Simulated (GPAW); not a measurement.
# Near-edge structure at the F K edge of ZrCoF6 (R-3), part 2 of 3

How does the F K edge of ZrCoF6 (R-3) move when the bonds are compressed or stretched?

GPAW 26.7.0; X-ray absorption from dipole matrix elements to empty bands, plane-wave PAW LDA+U.

So far. Step 2 (The field without a hole): The mesh shows a gap of 2.78 eV, so the hole is first treated in a charged cell, without the excited electron.

## 4. Spectrum with FCH, F atom 3

The holes are 5.5 Å apart. In GPAW the data set carries the hole's charge, so charge=0 means a charged cell and charge=-1 a neutral one. The excited electron is left out and a uniform background balances the charge. After the field has converged, empty bands are computed with the density fixed and the dipole matrix elements are summed.

The absorber has 1 Zr at 2.01 Å and 1 Co at 2.02 Å (bent, 154°, site symmetry 1).

Contents of xas.py:

```python
import numpy as np
from ase import Atoms
from ase.parallel import parprint, paropen
from gpaw import GPAW, PW, FermiDirac, Mixer, MixerDif, setup_paths
from gpaw.test import gen
setup_paths.insert(0, '.')
gen('F', name='fch1s', xcname='LDA', corehole=(1, 0, 1), write_xml=True)
from gpaw.mpi import world
world.barrier()

atoms = Atoms('ZrCoF6',
    cell=[[-5.466, 0, 0],
     [2.733, -4.73369486, 0],
     [2.733, 1.57789829, 4.66066667]],
    scaled_positions=[[0, 0.5, 0.5],
     [0, 0, 0],
     [0.084, 0.333, 0.252],
     [0.919, 0.751, 0.252],
     [0.501, 0.168, 0.252],
     [0.916, 0.667, 0.748],
     [0.081, 0.249, 0.748],
     [0.499, 0.832, 0.748]],
    magmoms=[0.0, 3.0, 0.0, 0.0, 0.0, 0.0, 0.0, 0.0],
    pbc=True)
atoms.calc = calc = GPAW(legacy_gpaw=True, mode=PW(500, force_complex_dtype=True), xc='LDA', setups={'Co': ':d,3.3', 2: 'fch1s'},
    kpts={'size': (4, 4, 4), 'gamma': True}, occupations=FermiDirac(0.02),
    charge=0, mixer=MixerDif(0.05, 8, 50), maxiter=150,
    convergence={'density': 0.0001, 'eigenstates': 1e-6}, txt='scf.txt')
energy = atoms.get_potential_energy() + calc.get_reference_energy()
ef = calc.get_fermi_level()
out = dict(energy=energy, fermi=ef, forces=atoms.get_forces().tolist(), magmoms=atoms.get_magnetic_moments().tolist())
parprint(f'all-electron energy {energy:.4f} eV, Fermi level {ef:.4f} eV')
ev = np.array([[calc.get_eigenvalues(k, s) for k in range(len(calc.get_ibz_k_points()))] for s in range(calc.get_number_of_spins())])
out['homo'], out['lumo'], out['counts'] = ev[ev < ef].max(), ev[ev > ef].min(), sorted(set((ev < ef).sum((0, 2)).tolist()))
out['filled'] = (ev[:, 0] < ef).sum(1).tolist()

from ase.units import Ha
from gpaw.xas import dipole_matrix_elements
nb = int(calc.get_number_of_electrons() / 2) + 85
top, nb = nb, nb + 8 + nb // 12
nscf = calc.fixed_density(kpts={'size': (4, 4, 4), 'gamma': True}, nbands=nb,
    convergence={'bands': top, 'eigenstates': 5e-3}, maxiter=60, txt='nscf.txt')
cell = atoms.cell.array
ops = [cell.T @ U.T @ np.linalg.inv(cell.T) for U in nscf.wfs.kd.symmetry.op_scc]
filled = [33, 30]  # bands filled in the ground state, by spin
E = np.arange(-6, 34, 0.1)
fwhm = np.interp(E, [4, 25], [0.9, 3.5])
Y, X, zero, highest = 0, 0, 1e9, 1e9
for spin in range(nscf.get_number_of_spins()):
    wfs = nscf.wfs
    mine = wfs.bd.get_slice()  # this rank's bands
    A = dipole_matrix_elements(wfs.setups[2])
    eps = np.zeros((wfs.kd.nibzkpts, nb))
    d = np.zeros((3, A.shape[1], wfs.kd.nibzkpts, nb), complex)
    for kpt in wfs.kpt_u:
        if kpt.s == spin and 2 in kpt.P_ani:
            eps[kpt.k, mine] = kpt.eps_n * Ha
            d[:, :, kpt.k, mine] = (kpt.weight * wfs.nspins / 2) ** 0.5 * np.inner(A, kpt.P_ani[2])
    world.sum(eps)
    world.sum(d)
    T = np.einsum('amkn,bmkn->abkn', d, d.conj()).real
    T = sum(np.einsum('ai,ijkn,bj->abkn', R, T, R) for R in ops) / len(ops)
    empty = np.ones_like(eps, bool) & (np.arange(nb) >= filled[spin])
    zero, highest = min(zero, eps[empty].min()), min(highest, eps[:, top - 1].min())
    lines = [(eps, T, empty)] if spin == 0 else lines + [(eps, T, empty)]
for eps, T, empty in lines:
    f = np.einsum('aakn->akn', T).reshape(3, -1)
    x = eps.ravel() - zero
    w = np.interp(x, E, fwhm) / 2.35482
    g = np.exp(-0.5 * ((E[:, None] - x) / w) ** 2) / (w * (2 * np.pi) ** 0.5)
    Y = Y + (f * empty.ravel()) @ g.T
    X = X + (f * ~empty.ravel()) @ g.T
out.update(E=E.round(2).tolist(), xas=Y.tolist(), xes=X.tolist(), zero=zero, valid=highest - zero, nk=len(eps), nb=nb)
for i in range(0, len(E), 10):
    parprint(f'{E[i]:7.2f}', *(f'{v:10.3e}' for v in Y[:, i]))
import json
with paropen('out.json', 'w') as f:
    json.dump(out, f)
```

Run with:

```
$ OMP_NUM_THREADS=1 mpirun -n 4 gpaw python xas.py
```

Numbers of over 12 decimals in the logs are rounded to 6 here.

Log:

```text
Input parameters:
  convergence: {density: 0.0001,
                eigenstates: 1e-06}
  kpts: {gamma: True,
         size: (4, 4, 4)}
  maxiter: 150
  mixer: {backend: pulay,
          beta: 0.05,
          method: difference,
          nmaxold: 8,
          weight: 50}
  mode: {ecut: 500.0,
         force_complex_dtype: True,
         name: pw}
  occupations: {fixmagmom: False,
                name: fermi-dirac,
                width: 0.02}
  setups: {2: fch1s,
           Co: :d,3.3}

Initialize ...

[... PAW data sets ...]

Reference energy: -151115.261259  # eV

Spin-polarized calculation.
Initial magnetic moment: 3.000000

[... convergence settings ...]
Symmetries present (total): 1
  [... symmetry matrices ...]

64 k-points: 4 x 4 x 4 Monkhorst-Pack grid + [1/8,1/8,1/8]
36 k-points in the irreducible part of the Brillouin zone
       k-points in crystal coordinates                weights
   0:     0.00000000    0.00000000    0.00000000          1/64
   1:     0.00000000    0.00000000    0.25000000          2/64
   2:     0.00000000    0.00000000    0.50000000          1/64
   3:     0.00000000    0.25000000   -0.25000000          2/64
   4:     0.00000000    0.25000000    0.00000000          2/64
   5:     0.00000000    0.25000000    0.25000000          2/64
   6:     0.00000000    0.25000000    0.50000000          2/64
   7:     0.00000000    0.50000000    0.00000000          1/64
   8:     0.00000000    0.50000000    0.25000000          2/64
   9:     0.00000000    0.50000000    0.50000000          1/64
          ...
  35:     0.50000000    0.50000000    0.50000000          1/64

Wave functions: Plane wave expansion
  Cutoff energy: 500.000 eV
  Number of coefficients (min, max): 3028, 3077
  Pulay-stress correction: 0.000000 eV/Ang^3 (de/decut=0.000000)
  Using FFTW library
  Wavefunction extrapolation:
    Improved wavefunction reuse through dual PAW basis

Occupation numbers: Fermi-Dirac:
  width: 0.0200  # eV

Eigensolver
   Davidson(niter=2)

Densities:
  Coarse grid: 30*30*30 grid
  Fine grid: 60*60*60 grid
  Total Charge: 1.000000

Density mixing:
  Method: difference
  Backend: pulay
  Linear mixing parameter: 0.05
  old densities: 8
  Width of damping distribution: 1.1
  Damping of long wavelength oscillations: 50

[... Hamiltonian set-up ...]
Number of atoms: 8
Number of atomic orbitals: 46
Number of bands in calculation: 44
Number of valence electrons: 63
Bands to converge: occupied

... initialized

Initializing position-dependent things.

Density initialized from atomic densities
Creating initial wave functions:
  44 bands from LCAO basis set

                    F
          F      F
                    Zr
          F     F
       F      Co

Atomic positions and initial magnetic moments

Positions:
   0 Zr     2.733000   -1.577898    2.330333    ( 0.0000,  0.0000,  0.0000)
   1 Co     0.000000    0.000000    0.000000    ( 0.0000,  0.0000,  3.0000)
   2 F      1.139661   -1.178690    1.174488    ( 0.0000,  0.0000,  0.0000)
   3 F     -2.282055   -3.157374    1.174488    ( 0.0000,  0.0000,  0.0000)
   4 F     -1.590606   -0.397630    1.174488    ( 0.0000,  0.0000,  0.0000)
   5 F     -1.139661   -1.977107    3.486179    ( 0.0000,  0.0000,  0.0000)
   6 F      2.282055    0.001578    3.486179    ( 0.0000,  0.0000,  0.0000)
   7 F      1.590606   -2.758166    3.486179    ( 0.0000,  0.0000,  0.0000)

Unit cell:
           periodic     x           y           z      points  spacing
  1. axis:    yes   -5.466000    0.000000    0.000000    30     0.1307
  2. axis:    yes    2.733000   -4.733695    0.000000    30     0.1495
  3. axis:    yes    2.733000    1.577898    4.660667    30     0.1554

  Lengths:   5.466000   5.466000   5.628576
  Angles:   90.000000 119.049037 120.000000

Effective grid spacing dv^(1/3) = 0.1647

iter:   1   -84.710071                   +3.0232
[...]
iter:  11   -81.111176   -2.90  -2.70    +3.0000
iter:  12   -81.110847c  -3.71  -3.12    +3.0000
iter:  13   -81.110463c  -4.25  -3.31    +3.0000
iter:  14   -81.110417c  -5.22  -3.46    +3.0000
iter:  15   -81.110356c  -5.18  -3.54    +3.0000
iter:  16   -81.110355c  -6.14c -3.96    +3.0000
iter:  17   -81.110352c  -5.90  -4.03c   +3.0000
iter:  18   -81.110372c  -5.95  -4.00c   +3.0000
iter:  19   -81.110374c  -6.01c -3.88    +3.0000
iter:  20   -81.110411c  -6.21c -3.98    +3.0000
iter:  21   -81.110430c  -6.32c -4.11c   +3.0000

Converged after 21 iterations.

Dipole moment: (-0.308884, 0.205361, -0.593242) |e|*Ang

Total magnetic moment: (0.000000, 0.000000, 3.000000)
Local magnetic moments:
   0 Zr ( 0.000000,  0.000000,  0.025278)
   1 Co ( 0.000000,  0.000000,  2.713437)
   2 F  ( 0.000000,  0.000000, -0.088598)
   3 F  ( 0.000000,  0.000000,  0.028570)
   4 F  ( 0.000000,  0.000000,  0.028209)
   5 F  ( 0.000000,  0.000000,  0.023675)
   6 F  ( 0.000000,  0.000000,  0.028259)
   7 F  ( 0.000000,  0.000000,  0.028806)

Energy contributions relative to reference atoms: (reference = -151115.261259)

Kinetic:        +54.778874
Potential:      -75.212211
External:        +0.000000
XC:             -62.063004
Entropy (-ST):   -0.000000
Local:           +1.385912
SIC:             +0.000000
--------------------------
Free energy:    -81.110430
Extrapolated:   -81.110430

Spin contamination: 1.476471 electrons
Showing only first 2 kpts
                      Up                     Down
 Kpt  Band  Eigenvalues  Occupancy  Eigenvalues  Occupancy
  0    29     -1.21999    1.00000      0.63878    1.00000
  0    30     -1.15080    1.00000      3.49362    0.00000
  0    31     -1.10547    1.00000      4.14178    0.00000
  0    32     -0.86635    1.00000      4.51178    0.00000

  1    29     -1.03891    1.00000      0.71588    1.00000
  1    30     -1.00576    1.00000      3.62558    0.00000
  1    31     -0.81758    1.00000      4.36469    0.00000
  1    32     -0.68118    1.00000      4.64504    0.00000

Fermi level: 1.75137

Gap: 2.700 eV
Transition (v -> c):
  (s=1, k=35, n=29, [0.50, 0.50, 0.50]) -> (s=1, k=0, n=30, [0.00, 0.00, 0.00])
Direct/indirect transitions are different
Direct gap: 2.710 eV
Transition at: (s=1, k=35, n=29, [0.50, 0.50, 0.50])

Forces in eV/Ang:
  0 Zr    5.08537   -1.33414    3.84935
  1 Co   -1.52564    1.47288   -1.57923
  2 F    -1.97587   -0.25177   -1.15996
  3 F    -0.46007    0.14737    0.01721
  4 F    -0.13654   -0.41023    0.05934
  5 F    -1.04706    0.30290   -0.76567
  6 F     0.20002   -0.27643   -0.21691
  7 F    -0.14599    0.35747   -0.21149
Scalar-relativistic atomic LDA calculation for F (Fluorine, Z=9)
Core hole in 1s state (1s occupation: 1.0)
300 radial gridpoints.
|------------------------------------------------|
|------------------------------------------------|
[... the atom generator's iteration count ...]

Energy contributions:
-------------------------
Kinetic:      +73.074518
XC:            -7.529720
Potential:   -138.883139
-------------------------
Total:        -73.338341

state      eigenvalue         ekin         rmax
-----------------------------------------------
1s^1.0 :   -27.508849    38.870947        0.112
2s^2.0 :    -1.877741     5.094802        0.712
2p^5.0 :    -1.212468     4.802793        0.605
-----------------------------------------------
(units: Bohr and Hartree)

Generating PAW setup
Kinetic energy of the core from tauc = 38.910803
Cutoffs:
rc(s)=1.200
rc(p)=1.200
rc(d)=1.200
rc(vbar)=1.080
rc(comp)=1.200
rc(nct)=1.200

Kinetic energy of the core states: 38.870947
Charge: 1.0
Core electrons: 1.0
Valence electrons: 7.0
Pseudo-core charge: 0.000102
Shape function alpha=6.944
Pseudo-electron charge 5.398325
state    eigenvalue         norm
--------------------------------
2s(2) :    -1.877741     1.039630
*s    :    -0.877741
2p(5) :    -1.212468     0.663793
*p    :    -0.212468
*d    :     0.000000
--------------------------------

Diagonalizing with gridspacing h=0.050

state   all-electron     PAW
-------------------------------
2s:      -1.877741    -1.879888
2p:      -1.212468    -1.215269
*d:                   -0.058611
*f:                   -0.013370
-------------------------------
all-electron energy -151196.3717 eV, Fermi level 1.7514 eV
  -6.00  2.875e-62  1.122e-61  3.821e-63
  -5.00  6.996e-46  2.679e-45  1.076e-46
  -4.00  1.901e-32  7.017e-32  4.300e-33
  -3.00  6.198e-22  2.095e-21  2.794e-22
  -2.00  2.781e-14  7.696e-14  2.722e-14
  -1.00  1.971e-09  3.924e-09  3.439e-09
  -0.00  6.754e-07  1.587e-06  1.348e-06
[...]
31.00  9.589e-05  7.746e-05  8.695e-05
  32.00  8.577e-05  7.696e-05  8.589e-05
  33.00  7.859e-05  7.773e-05  8.256e-05
```

It took 1.7 min on 4 MPI ranks of Intel Xeon 6975P-C (Granite Rapids), shared host; peak memory 0.56 GiB; 6.7 min of CPU time.

The F K spectrum, F atom 3, full core hole (charged cell) (energy from the lowest empty level; intensity scaled to a mean of 1 over the first 20 eV; polarised curves are means over the symmetry-equivalent atoms):

```
E (eV)  isotropic  ε ⊥ c  ε ∥ c
  -2.0       0.00   0.00   0.00
  -1.5       0.00   0.00   0.00
  -1.0       0.00   0.00   0.00
  -0.5       0.00   0.00   0.00
   0.0       0.02   0.02   0.02
   0.5       0.30   0.30   0.30
   1.0       1.49   1.48   1.52
   1.5       1.80   1.79   1.81
   2.0       0.59   0.61   0.56
   2.5       0.10   0.11   0.09
   3.0       0.14   0.15   0.12
   3.5       0.34   0.36   0.29
   4.0       0.88   0.88   0.87
   4.5       1.85   1.83   1.90
   5.0       1.86   1.84   1.89
   5.5       1.37   1.38   1.35
   6.0       1.32   1.33   1.30
   6.5       1.45   1.46   1.45
   7.0       1.68   1.67   1.68
   7.5       1.71   1.73   1.68
   8.0       1.48   1.51   1.42
   8.5       1.25   1.26   1.24
   9.0       1.21   1.18   1.26
   9.5       1.30   1.26   1.38
  10.0       1.39   1.33   1.50
  10.5       1.36   1.29   1.50
  11.0       1.25   1.17   1.42
  11.5       1.19   1.10   1.36
  12.0       1.13   1.06   1.28
  12.5       1.04   1.01   1.10
  13.0       0.92   0.95   0.88
  13.5       0.84   0.92   0.70
  14.0       0.80   0.92   0.58
  14.5       0.78   0.91   0.52
  15.0       0.77   0.90   0.51
  15.5       0.75   0.86   0.53
  16.0       0.73   0.81   0.56
  16.5       0.70   0.76   0.59
  17.0       0.66   0.69   0.61
  17.5       0.62   0.63   0.62
  18.0       0.59   0.58   0.63
  18.5       0.59   0.55   0.66
  19.0       0.61   0.56   0.71
  19.5       0.65   0.59   0.77
  20.0       0.72   0.66   0.85
  20.5       0.79   0.73   0.91
  21.0       0.87   0.81   0.97
  21.5       0.93   0.89   1.01
  22.0       0.98   0.95   1.03
  22.5       1.00   0.99   1.04
  23.0       1.01   1.00   1.04
  23.5       1.01   1.00   1.04
  24.0       1.01   0.99   1.04
  24.5       1.01   0.99   1.06
  25.0       1.04   1.02   1.09
  25.5       1.09   1.07   1.12
  26.0       1.15   1.14   1.17
  26.5       1.22   1.22   1.21
  27.0       1.29   1.30   1.26
  27.5       1.35   1.38   1.30
  28.0       1.41   1.44   1.35
  28.5       1.46   1.49   1.39
  29.0       1.49   1.53   1.42
  29.5       1.51   1.54   1.45
  30.0       1.51   1.54   1.46
  30.5       1.49   1.51   1.47
  31.0       1.46   1.46   1.47
  31.5       1.43   1.41   1.46
  32.0       1.40   1.37   1.45
```

Main maxima below 24 eV (height): 1.3 eV (1.97), 4.7 eV (2.01), 7.3 eV (1.74) and 10.1 eV (1.39). A K edge sees empty p states; the first features are F p mixed into the empty d states of the Co and Zr neighbours, and the broad ones above probably into the cations' higher empty bands.

The hole costs E(hole) − E(ground) = 675.97 eV, and the lowest empty level of the hole cell on the spectrum's mesh lies at 3.49 eV, which puts the zero at 679.46 eV. The functional and the charged cell's background leave an error in such absolute values: in the free atom LDA prices this hole 4.7 eV below PBE (computed apart), and PBE is itself good to a few eV.

## 5. Reference energy of the cell

The cell changes for the next run, so it gets a reference energy of its own.

The cell differs from the one that the last finished run ended in (a 5.466 → 5.411 Å, b 5.466 → 5.411 Å, c 5.629 → 5.572 Å).

Contents of scf.py:

```python
import numpy as np
from ase import Atoms
from ase.parallel import parprint, paropen
from gpaw import GPAW, PW, FermiDirac, Mixer, MixerDif, setup_paths
from gpaw.test import gen
setup_paths.insert(0, '.')
gen('F', name='nch1s', xcname='LDA', corehole=(1, 0, 0), write_xml=True)
from gpaw.mpi import world
world.barrier()

atoms = Atoms('ZrCoF6',
    cell=[[-5.4107841, 0, 0],
     [2.70539205, -4.68587649, 0],
     [2.70539205, 1.56195883, 4.61358601]],
    scaled_positions=[[0, 0.5, 0.5],
     [0, 0, 0],
     [0.084, 0.333, 0.252],
     [0.919, 0.751, 0.252],
     [0.501, 0.168, 0.252],
     [0.916, 0.667, 0.748],
     [0.081, 0.249, 0.748],
     [0.499, 0.832, 0.748]],
    magmoms=[0.0, 3.0, 0.0, 0.0, 0.0, 0.0, 0.0, 0.0],
    pbc=True)
atoms.calc = calc = GPAW(legacy_gpaw=True, mode=PW(500, force_complex_dtype=True), xc='LDA', setups={'Co': ':d,3.3', 2: 'nch1s'},
    kpts={'size': (4, 4, 4), 'gamma': True}, occupations=FermiDirac(0.02),
    charge=0, mixer=MixerDif(0.05, 8, 50), maxiter=150,
    convergence={'density': 0.0001, 'eigenstates': 1e-6}, txt='scf.txt')
energy = atoms.get_potential_energy() + calc.get_reference_energy()
ef = calc.get_fermi_level()
out = dict(energy=energy, fermi=ef, forces=atoms.get_forces().tolist(), magmoms=atoms.get_magnetic_moments().tolist())
parprint(f'all-electron energy {energy:.4f} eV, Fermi level {ef:.4f} eV')
ev = np.array([[calc.get_eigenvalues(k, s) for k in range(len(calc.get_ibz_k_points()))] for s in range(calc.get_number_of_spins())])
out['homo'], out['lumo'], out['counts'] = ev[ev < ef].max(), ev[ev > ef].min(), sorted(set((ev < ef).sum((0, 2)).tolist()))
out['filled'] = (ev[:, 0] < ef).sum(1).tolist()
import json
with paropen('out.json', 'w') as f:
    json.dump(out, f)
```

Run with:

```
$ OMP_NUM_THREADS=1 mpirun -n 4 gpaw python scf.py
```

Log:

```text
Input parameters:
  convergence: {density: 0.0001,
                eigenstates: 1e-06}
  kpts: {gamma: True,
         size: (4, 4, 4)}
  maxiter: 150
  mixer: {backend: pulay,
          beta: 0.05,
          method: difference,
          nmaxold: 8,
          weight: 50}
  mode: {ecut: 500.0,
         force_complex_dtype: True,
         name: pw}
  occupations: {fixmagmom: False,
                name: fermi-dirac,
[...]
2s(2) :    -1.089490     1.062936
*s    :    -0.089490
2p(5) :    -0.415007     0.777410
*p    :     0.584993
*d    :     0.000000
--------------------------------

Diagonalizing with gridspacing h=0.050

state   all-electron     PAW
-------------------------------
2s:      -1.089490    -1.091166
2p:      -0.415007    -0.417133
*d:                    0.051257
*f:                    0.077758
-------------------------------
all-electron energy -151872.4134 eV, Fermi level 2.3449 eV
[key lines of the parts left out:]
Converged after 21 iterations.
Dipole moment: (0.000000, -0.000000, 0.000000) |e|*Ang
Free energy:    -53.831258
Fermi level: 2.34487
```

Run time: 41 s. Hardware: 4 MPI ranks; peak memory 0.31 GiB.

Reference energy: -151872.413 eV with the cores included.

[end of part 2 of 3]

[Banner, clock and machine lines of the logs are left out without a mark of their own.]

[Logs are printed without paths, hosts, clocks, repeated set-up lines and the standing remarks that a program may print on its own settings, such as how far it seeks lower states.]

[Hosts, paths, dates, database ids (printed as entryN), source tags and the programs' standing remarks are cut or masked in the printed files.]

[Lists of maxima count a maximum above −3 eV only where it reaches 4 % of the highest in the window and stands out from its surroundings by 2 % of it (1.5 % where it reaches 55 %); shoulders and weaker maxima are passed over, and of the rest the first, up to two pre-edge ones and the few strongest are named.]
